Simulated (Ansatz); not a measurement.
# BN, zinc blende: band edges under a change of volume

How fast do the gaps move when the cell is scaled evenly?

Calculated with Ansatz 0.2.0, r2SCAN, PAW files of the set soft_1, cutoff 600 eV, Fermi–Dirac smearing 0.02 eV, k-mesh 13×13×13, no spin polarisation, no spin-orbit coupling.

Reference cell, relaxed at zero pressure with r2SCAN (F-43m): a = 2.5518 Å, b = 2.5518 Å, c = 2.5518 Å, α = 60.00°, β = 60.00°, γ = 60.00°.

```csv
atom,x,y,z
N,0.7500,0.7500,0.7500
B,0.0000,0.0000,0.0000
```

Levels are read on the k-mesh and along lines from Γ to X = (0.5, 0, 0.5), L = (0.5, 0.5, 0.5), K = (0.375, 0.375, 0.75) and W = (0.5, 0.25, 0.75) in the reciprocal basis of this cell (the letters only name these points), and count from the highest filled level.

| ln(V/V0) | gap (eV) | direct gap at Γ (eV) | lowest empty at X (eV) |
| --- | --- | --- | --- |
| −0.0619 | 5.071 | 9.891 | 5.071 |
| −0.0202 | 5.020 | 9.682 | 5.020 |
| 0.0000 | 4.995 | 9.581 | 4.995 |
| 0.0198 | 4.969 | 9.482 | 4.969 |
| 0.0392 | 4.943 | 9.385 | 4.943 |
| 0.0583 | 4.917 | 9.290 | 4.917 |

**Question.** Fit the lowest empty level at X and give it at ln(V/V0) = −0.0408, a row left out above.

A straight line through the 6 rows: the means are 0.005867 for ln(V/V0) and 4.9858 for the level, Σ(Δx)² = 0.009361 and ΣΔxΔy = −0.01199, so the slope is −0.01199/0.009361 = −1.2806 and the intercept 4.9858 − (−1.2806)(0.005867) = 4.9933.

The slope is the volume deformation potential of this gap, −1.28 eV, as a mean over the range. The line gives 5.046 eV. The run itself gives 5.046 eV, so the estimate misses by 0.000 eV, a rounding's worth.

The gap lies below the direct one at Γ in every row. Semilocal functionals give gaps that are too small, and the error differs from valley to valley, so the order of close valleys can be wrong too.

[Logs are printed without paths, hosts, clocks, repeated set-up lines and the standing remarks that a program may print on its own settings, such as how far it seeks lower states.]
